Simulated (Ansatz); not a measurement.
# Quasi-harmonic thermodynamics of ScAl3 (Pm-3m)

Wanted: α(T), C_P(T) and B(T) of ScAl3 in the quasi-harmonic approximation. The starting cell is a computed one from a database.

Calculated with Ansatz 0.2.0; DFT PBEsol, scalar-relativistic, plane waves, PAW; PAW set soft_1.

### 1. Set-up

The structure is cubic, space group Pm-3m (No. 221). Conventional cell: a = 4.088 Å, b = 4.088 Å, c = 4.088 Å, α = 90.00°, β = 90.00°, γ = 90.00°. Nearest to Sc lie 12 Al at 2.89 Å. Nearest to Al lie 4 Sc at 2.89 Å and 8 Al at 2.89 Å. Farther neighbours are not listed.

### 2. A first coarse run

Before spending time, one coarse run tells the gap and the pressure of the starting cell.

Contents of input.yaml:

```yaml
crystal:
  lattice:
    - [4.08780657, 0.0, 0.0]
    - [0.0, 4.08780657, 0.0]
    - [0.0, 0.0, 4.08780657]
  atoms:
    - { symbol: Sc, position: [0.0, 0.0, 0.0] }
    - { symbol: Al, position: [0.5, 0.0, 0.5] }
    - { symbol: Al, position: [0.0, 0.5, 0.5] }
    - { symbol: Al, position: [0.5, 0.5, 0.0] }
kpoints:
  mp_grid: { grid: [4, 4, 4] }
hamiltonian:
  xc: pbesol
  pseudopotentials: { kind: paw, azcp: { folder: soft_1 }, xc_functional: pbe }
scf:
  occupations: { method: gaussian, width: 0.1 }
  lower_state_search: "off"
output:
  forces: true
  stress: true
  eigenvalues: true
```

Run with:

```console
$ ansatz run input.yaml --threads 8 --pin off --max-ram 16384MiB --backend cpu --events-out ev --progress --plain --runs-dir out
```

Numbers of over 12 decimals in the logs are rounded to 6 here.

Output:

```text
Engine: ansatz 0.2.0, aarch64-unknown-linux-gnu
Pseudopotentials: kind: paw
Pseudopotential: Sc, paw, valence charge 11, recommended cutoff 420 eV (normal), soft_1/Sc.paw.azcp
Pseudopotential: Al, paw, valence charge 3, recommended cutoff 420 eV (normal), soft_1/Al.paw.azcp
Functional definition: PBEsol
  exchange = pbesol_x
  correlation = pbesol_c
Crystal: 4 atoms, lattice volume = 68.308 Å³
Basis set: ecut = 420 eV, 1357 PW (Γ), exchange–correlation on 60×60×60 points (8 copies of the dense FFT grid, shifted against one another)
Bands: 14, of which v1, the nominal top of the filled ones, is band 10 counted from 1 (9 counted from 0)
Symmetry: 48 space group operations
Space group: Pm-3m (ITA 221), of the structure as read, at distance tolerance 4.1e-5 Å
k-points: 10 of 64
Non-local potential: Sc, projectors of the file, l = 0: 3, l = 1: 2, l = 2: 3, l = 3: 1
Non-local potential: Al, projectors of the file, l = 0: 2, l = 1: 2, l = 2: 1
PAW form: soft (Blöchl's): semilocal exchange-correlation on the pseudo side does not see the compensation charge
PAW frozen core: Sc, regenerated for the run's functional, and the local potential with it (the file was generated under x = pbe(κ = 0.804, μ = 0.219515), c = pbe(β = 0.066725))
PAW frozen core: Al, regenerated for the run's functional, and the local potential with it (the file was generated under x = pbe(κ = 0.804, μ = 0.219515), c = pbe(β = 0.066725))
PAW one-centre angular grid: Sc, 590 points (default); XC on 64 Gauss nodes
PAW one-centre angular grid: Al, 110 points (default); XC on 64 Gauss nodes
Initial density: superposition of atomic densities (chi_scale 0.1, normalization cell, long waves kept (reshape's long-wave potential 0.00 eV rms))
Initial wavefunctions: pseudopotential atomic-orbital guess
Functional: x = pbesol(κ = 0.804, μ = 0.123457), c = pbesol(β = 0.046)
SCF iter   1: F=—  HF=-3687.138395 eV  |F-HF|=—  |Δ(HF+E_count)|=         —  Δρ=2.66e-2  dr2=9.90e-1  ethr=3.10e-3  ⟨swp⟩=5.0  Hψ=717  notcnv=0
preconditioner: auto → Resta (q_TF=auto, 2.223 Å⁻¹)  ε∞=9.2  [insulator: Δε(μ)=0.222 eV  Ē_g=5.427 eV  σ=0.100 eV  W_gap=0.64  n_scr=18 (ndim 8)  ℏωp=15.6 eV  f_vac=0.000  D(μ)=4.57/eV (n_scr^D=56)  ε∞_Penn≈9.2]
SCF iter   2: F=—  HF=-3686.906036 eV  |F-HF|=—  |Δ(HF+E_count)|=   2.32e-1  Δρ=1.63e-2  dr2=2.24e-1  ethr=3.10e-3  ⟨swp⟩=2.0  Hψ=254  notcnv=0  defer=1
SCF iter   3: F=—  HF=-3686.805400 eV  |F-HF|=—  |Δ(HF+E_count)|=   1.01e-1  Δρ=7.17e-3  dr2=6.08e-2  ethr=1.12e-3  ⟨swp⟩=2.9  Hψ=267  notcnv=0  defer=1
SCF iter   4: F=—  HF=-3686.786600 eV  |F-HF|=—  |Δ(HF+E_count)|=   1.88e-2  Δρ=1.17e-3  dr2=7.21e-4  ethr=3.04e-4  ⟨swp⟩=2.1  Hψ=222  notcnv=0  defer=1
SCF iter   5: F=—  HF=-3686.786299 eV  |F-HF|=—  |Δ(HF+E_count)|=   3.01e-4  Δρ=1.95e-4  dr2=6.47e-5  ethr=3.60e-6  ⟨swp⟩=2.2  Hψ=208  notcnv=0  defer=1
SCF iter   6: F=—  HF=-3686.786285 eV  |F-HF|=—  |Δ(HF+E_count)|=   1.37e-5  Δρ=2.77e-5  dr2=1.09e-6  ethr=3.24e-7  ⟨swp⟩=2.1  Hψ=174  notcnv=0  defer=1
SCF iter   7: F=-3686.786285 eV  HF=-3686.786285 eV  |F-HF|=7.73e-11  |Δ(HF+E_count)|=   1.82e-7  Δρ=2.16e-6  dr2=2.02e-9  ethr=5.00e-10  ⟨swp⟩=5.3  Hψ=603  notcnv=0
SCF 1 converged in 7 iterations: F = -3686.786285 eV  dr2 = 2.02e-9
  greatest PAW one-centre occupation: 0.998 electrons in one spin orbital (limit 2), on the Sc atom at site 0 (counted from 0), in its partial waves of l = 0
SCF converged after 7 iterations
Free energy (F): -3686.786285 eV
Harris-Foulkes:  -3686.786285 eV  (|F-HF|=7.73e-11)
Internal energy: -3686.761648 eV  (E = F + TS)
E sigma→0 (E₀):  -3686.773967 eV
Entropy (-TS):   -0.024637 eV (-6.159 meV/atom)
Fermi energy:    9.138977 eV
--- Per-component energies (eV) ---
  E_band       = -126.279347
  E_kinetic    = 279.138825
  E_local      = -1010.113244  (includes V_loc(G=0)·N_el)
  E_nonlocal   = 173.946228
  E_hartree    = 404.687606
  E_xc         = -198.753848
  E_vxc        = -195.059596  (∫ρ·V_xc dr)
  E_paw        = -2337.702057  (= ΣΔE_a)
  E_vpaw       = -183.567411  (= ΣTr[D̂ρ^β])
  E_aug_tail   = 0.000032  (compensation charges beyond the density's cutoff)
  E_ewald      = -998.151633
  E_core_change = 0.186442  (= ΣΔE_core)
  E_smearing   = -0.024637  (= −TS)
  E_closure    = 0.000000  (closes the sum)
  Σ components = -3686.786285   (vs F -3686.786285, Δ=0.00e0)
--- Forces (eV/Å), atoms counted from 1 ---
  atom   1  Sc    -0.00000000     0.00000000     0.00000000
  atom   2  Al     0.00000000     0.00000000     0.00000000
  atom   3  Al     0.00000000     0.00000000     0.00000000
  atom   4  Al     0.00000000     0.00000000     0.00000000
  max |Σ_I F_I| component: 1.48e-31 eV/Å
--- Stress (GPa, compression-positive) ---
       -0.885209      -0.000000       0.000000
        0.000000      -0.885209       0.000000
        0.000000       0.000000      -0.885209
  P = ⅓ Tr σ = -0.8852 GPa (-8.852 kbar)
--- Band table (eV; the first three rows and the last of 10) ---
  k-point 0: bands = [... 6 lower, 6.4882, 7.3181, 7.3181, 7.3181, 10.3476, 10.4096, 10.4096, 10.4096]
  k-point 1: bands = [... 6 lower, 6.9204, 7.3703, 7.3703, 8.7815, 10.1911, 10.1911, 10.5680, 11.5426]
  k-point 2: bands = [... 6 lower, 7.4076, 7.4076, 7.6282, 9.9869, 10.1193, 10.1193, 10.4629, 10.7454]
  k-point 9: bands = [... 6 lower, 4.3299, 4.6635, 6.1693, 6.1693, 6.1693, 10.0269, 11.7141, 11.7141]
```

It took 0.29 s on 8 threads of Arm Neoverse V2, shared host; peak memory 0.33 GiB.

The column dr2 measures how far the density is from self-consistency, as an energy; F and HF (Harris–Foulkes) agree once it is small.

This step gave:

| Property | Result |
| --- | --- |
| pressure | -0.8852 GPa |
| volume per atom | 17.08 Å³/atom |
| gap on the k-mesh | 0 eV |

The start is under -0.89 GPa at this level and looks like a metal on this mesh.

### 3. Relaxation

The vibrations must be taken about the equilibrium of this functional, not about the starting cell, so the structure is relaxed.

input.yaml, as its differences from that of step 2:

```diff
@@ -11,3 +11,3 @@
 kpoints:
-  mp_grid: { grid: [4, 4, 4] }
+  mp_grid: { grid: [10, 10, 10] }
 hamiltonian:
@@ -22 +22,10 @@
   eigenvalues: true
+  write_density: true
+  write_potential: true
+  elf: true
+  volumetric_format: npy
+relax:
+  adjacent_minimum: "off"
+  f_tol: 0.005
+  max_steps: 80
+  cell: { stress_tol: 0.05 }
```

Output:

```text
[...]
Crystal: 4 atoms, lattice volume = 68.308 Å³
Basis set: ecut = 420 eV, 1357 PW (Γ), exchange–correlation on 60×60×60 points (8 copies of the dense FFT grid, shifted against one another)
Bands: 14, of which v1, the nominal top of the filled ones, is band 10 counted from 1 (9 counted from 0)
Symmetry: 48 space group operations
[...]
k-points: 56 of 1000
[...]
SCF iter   1: F=—  HF=-3687.260340 eV  |F-HF|=—  |Δ(HF+E_count)|=         —  Δρ=2.60e-2  dr2=9.17e-1  ethr=3.10e-3  ⟨swp⟩=5.3  Hψ=4197  notcnv=0
[...]
SCF iter   7: F=-3686.907973 eV  HF=-3686.907973 eV  |F-HF|=8.64e-12  |Δ(HF+E_count)|=   2.15e-9  Δρ=2.00e-6  dr2=1.80e-9  ethr=5.00e-10  ⟨swp⟩=6.7  Hψ=3954  notcnv=0
SCF 1 converged in 7 iterations: F = -3686.907973 eV  dr2 = 1.80e-9
[...]
relax step   1: F+E_penalty+E_count = -3686.90797253 eV  Δ(F+E_penalty+E_count) = +0.000e0 eV  max|allowed force component| = 1.027e-30 eV/Å  Δτ_max = 0.0000 Å  P = -1.107 GPa  Ω = 68.308 Å³  (7 SCF iters, dr2 threshold 1.00e-7 eV, accepted)
Crystal: 4 atoms, lattice volume = 66.875 Å³
[...]
iter 1 solved again at ethr=5.90e-6 eV; its pass at ethr=3.10e-3 eV (dr2=1.18e-3 eV) is discarded
[...]
SCF iter   5: F=-3686.909571 eV  HF=-3686.909571 eV  |F-HF|=2.86e-10  |Δ(HF+E_count)|=   2.93e-7  Δρ=3.67e-6  dr2=5.30e-9  ethr=2.00e-9  ⟨swp⟩=8.0  Hψ=4821  notcnv=0
SCF 2 converged in 5 iterations: F = -3686.909571 eV  dr2 = 5.30e-9
relax step   2: F+E_penalty+E_count = -3686.90957101 eV  Δ(F+E_penalty+E_count) = -1.598e-3 eV  max|allowed force component| = 1.167e-30 eV/Å  Δτ_max = 0.0000 Å  P = +0.829 GPa  Ω = 66.875 Å³  energy of the carried Pulay correction = +2.006e-4 eV  (5 SCF iters, dr2 threshold 4.00e-7 eV, accepted)
Crystal: 4 atoms, lattice volume = 67.481 Å³
[...]
SCF iter   4: F=-3686.911012 eV  HF=-3686.911012 eV  |F-HF|=8.77e-8  |Δ(HF+E_count)|=   2.57e-6  Δρ=1.47e-5  dr2=1.45e-7  ethr=2.00e-9  ⟨swp⟩=5.6  Hψ=4232  notcnv=0
SCF 3 converged in 4 iterations: F = -3686.911012 eV  dr2 = 1.45e-7
relax step   3: F+E_penalty+E_count = -3686.91101223 eV  Δ(F+E_penalty+E_count) = -1.441e-3 eV  max|allowed force component| = 4.314e-31 eV/Å  Δτ_max = 0.0000 Å  P = -0.016 GPa  Ω = 67.481 Å³  energy of the carried Pulay correction = +1.152e-4 eV  (4 SCF iters, dr2 threshold 4.00e-7 eV, accepted)
[...]
SCF iter   5: F=-3686.910901 eV  HF=-3686.910901 eV  |F-HF|=5.46e-12  |Δ(HF+E_count)|=  6.82e-11  Δρ=8.46e-8  dr2=7.41e-12  ethr=1.00e-12  ⟨swp⟩=5.1  Hψ=3071  notcnv=0
SCF 4 converged in 5 iterations: F = -3686.910901 eV  dr2 = 7.41e-12
relax step   4: F+E_penalty+E_count = -3686.91090054 eV  Δ(F+E_penalty+E_count) = +1.117e-4 eV  max|allowed force component| = 2.034e-31 eV/Å  Δτ_max = 0.0000 Å  P = -0.019 GPa  Ω = 67.481 Å³  stress off target by 1.87e-2 GPa  SCF on the basis re-selected at this cell (its energy is not comparable with the rows above)  (5 SCF iters)
basis re-selected at this cell: Δ(F+E_penalty+E_count) = +1.117e-4 eV, ΔP = -0.003 GPa vs the last step (what re-selecting the basis moved, of the pressure what is left beyond the Pulay correction that the steps carried, after the strain that the cell walked since its last selection, with what the two solves' SCF thresholds leave and, on support functions, any second-order correction that the steps lacked; it is no m [...]
SCF converged after 5 iterations
Free energy (F): -3686.910901 eV
[...]
Internal energy: -3686.905324 eV  (E = F + TS)
E sigma→0 (E₀):  -3686.908112 eV
Entropy (-TS):   -0.005576 eV (-1.394 meV/atom)
Fermi energy:    9.263136 eV
[...]
--- Stress (GPa, compression-positive) ---
       -0.018723       0.000000      -0.000000
        0.000000      -0.018723       0.000000
       -0.000000       0.000000      -0.018723
  P = ⅓ Tr σ = -0.0187 GPa (-0.187 kbar)
--- Band table (eV; the first three rows and the last of 56) ---
  k-point 0: bands = [... 6 lower, 6.6124, 7.4429, 7.4429, 7.4429, 10.4686, 10.5562, 10.5562, 10.5562]
  k-point 1: bands = [... 6 lower, 6.6847, 7.4530, 7.4530, 7.9570, 10.5023, 10.5023, 10.5859, 10.8612]
  k-point 2: bands = [... 6 lower, 6.8948, 7.4772, 7.4772, 8.5833, 10.3899, 10.3899, 10.6666, 11.6736]
  k-point 55: bands = [... 6 lower, 4.4424, 4.7367, 6.2949, 6.2949, 6.2949, 10.1967, 11.8884, 11.8884]
--- Relaxed structure (3 steps of the walk, 3 accepted, 1 SCFs on fresh bases) ---
  F+E_penalty+E_count = -3686.91090054 eV   max|allowed force component| = 2.034e-31 eV/Å   (the final SCF, on the basis selected at the relaxed cell)
  cell:  # Å, volume = 67.4814 Å³
    - [4.071252, 0, 0]
    - [0, 4.071252, 0.0]
    - [0, 0.0, 4.071252]
  atoms:
    - { symbol: Sc, position: [0, 0, 0] }
    - { symbol: Al, position: [0.5, 0, 0.5] }
    - { symbol: Al, position: [0, 0.5, 0.5] }
    - { symbol: Al, position: [0.5, 0.5, 0] }
```

It took 1.9 s on 8 threads; peak memory 0.44 GiB.

Relaxation path:

| step | energy less that of the first step (eV) | largest force component (eV/Å) | pressure (GPa) | volume (Å³) |
| --- | --- | --- | --- | --- |
| 1 | 0.0000 | 0.0000 | -1.11 | 68.31 |
| 2 | -0.0016 | 0.0000 | 0.83 | 66.88 |
| 3 | -0.0030 | 0.0000 | -0.02 | 67.48 |
| 4* | -0.0029 | 0.0000 | -0.02 | 67.48 |

Relaxation steps marked * repeat the geometry before them on a plane-wave basis chosen anew for their cell, so energy and pressure can jump there.

The run keeps the 48 symmetry operations that it works with, so distortions that break them were not tested.

| conventional cell, symmetrised | before | after | change |
| --- | --- | --- | --- |
| a (Å) | 4.088 | 4.071 | -0.4 % |
| b (Å) | 4.088 | 4.071 | -0.4 % |
| c (Å) | 4.088 | 4.071 | -0.4 % |
| volume (Å³/atom) | 17.08 | 16.87 | -1.2 % |

Final coordinates:

```xyz
4
Lattice="4.0713 0.0000 0.0000 0.0000 4.0713 0.0000 0.0000 0.0000 4.0713" Properties=species:S:1:pos:R:3 pbc="T T T"
Sc    0.0000    0.0000    0.0000
Al    2.0356    0.0000    2.0356
Al    0.0000    2.0356    2.0356
Al    2.0356    2.0356    0.0000
```

Numbers from this step:

* pressure: -0.01872 GPa
* volume per atom: 16.87 Å³/atom

ELF in the ac plane at fractional y = 0.000, with atoms of Sc and Al within 0.2 Å of it. It is the smooth field of the valence electrons, not physical close to the nuclei.

Ten even steps from '0' (0.04) to '9' (0.65), each cell a mean:
```
37930256421596
99721477631399
64214799973135
10137899986311
12578632478732
45798300049964
66897129029976
56897202039975
23588521368742
00258877887410
43115899973123
98512588751279
58830366520497
05940256411693
```
Columns run along a (4.1 Å), rows up along c (4.1 Å). Atoms in or near the plane, at fractional coordinates: Sc at (0.00, 0.00), Al at (0.50, 0.50).

Electrostatic potential energy in the ac plane at fractional y = 0.000, with atoms of Sc and Al within 0.2 Å of it. With pseudopotentials it is smooth inside the atoms' cores, unlike the true potential.

Ten even steps from '_' (-42 eV) to '@' (12 eV), each cell a mean:
```
____--**@@@@@@@@@@@@%%**::__
..::++##@@@@@@@@@@@@%%##==::
++**##%%@@@@@@@@@@@@@@%%##**
%%%%%%@@%%%%######%%@@@@%%%%
@@@@@@@@%%********##%%@@@@@@
@@@@@@@@##**%%@@##**##@@@@@@
@@@@@@%%**##@@@@@@**##@@@@@@
@@@@@@%%****@@@@%%**##@@@@@@
@@@@@@@@##****##****%%@@@@@@
%%@@@@@@%%##****##%%%%@@@@@@
**##%%%%@@@@%%%%@@@@@@%%##**
--==**%%@@@@@@@@@@@@%%##++--
____==##@@@@@@@@@@@@%%**::__
____--**%%@@@@@@@@@@%%++..__
```
Columns run along a (4.1 Å; values clipped at the 3rd and 97th percentile), rows up along c (4.1 Å). Atoms in or near the plane, at fractional coordinates: Sc at (0.00, 0.00), Al at (0.50, 0.50).

Valence density in the ac plane at fractional y = 0.000, with atoms of Sc and Al within 0.2 Å of it. It is the smooth field of the valence electrons, not physical close to the nuclei.

Ten steps, logarithmic in the rise over the least value, from '0' (0.1 e/Å³) to '9' (8.5 e/Å³), each cell a mean:
```
99641111112489
87531111112368
54321122211234
22112222222122
11122211122111
11122100112211
11122100012211
11122100012211
11122211122111
11112222222111
43221222221234
76421111111356
98631111112479
99741111112589
```
Columns run along a (4.1 Å), rows up along c (4.1 Å). Atoms in or near the plane, at fractional coordinates: Sc at (0.00, 0.00), Al at (0.50, 0.50).

The relaxation ends with a pressure of -0.02 GPa.

[end of part 1 of 3]

[Logs are printed without paths, hosts, clocks, repeated set-up lines and the standing remarks that a program may print on its own settings, such as how far it seeks lower states.]

[Hosts, paths, dates, database ids (printed as entryN), source tags and the programs' standing remarks are cut or masked in the printed files.]

[A step with changed settings may run another functional than the one named; its input shows which.]
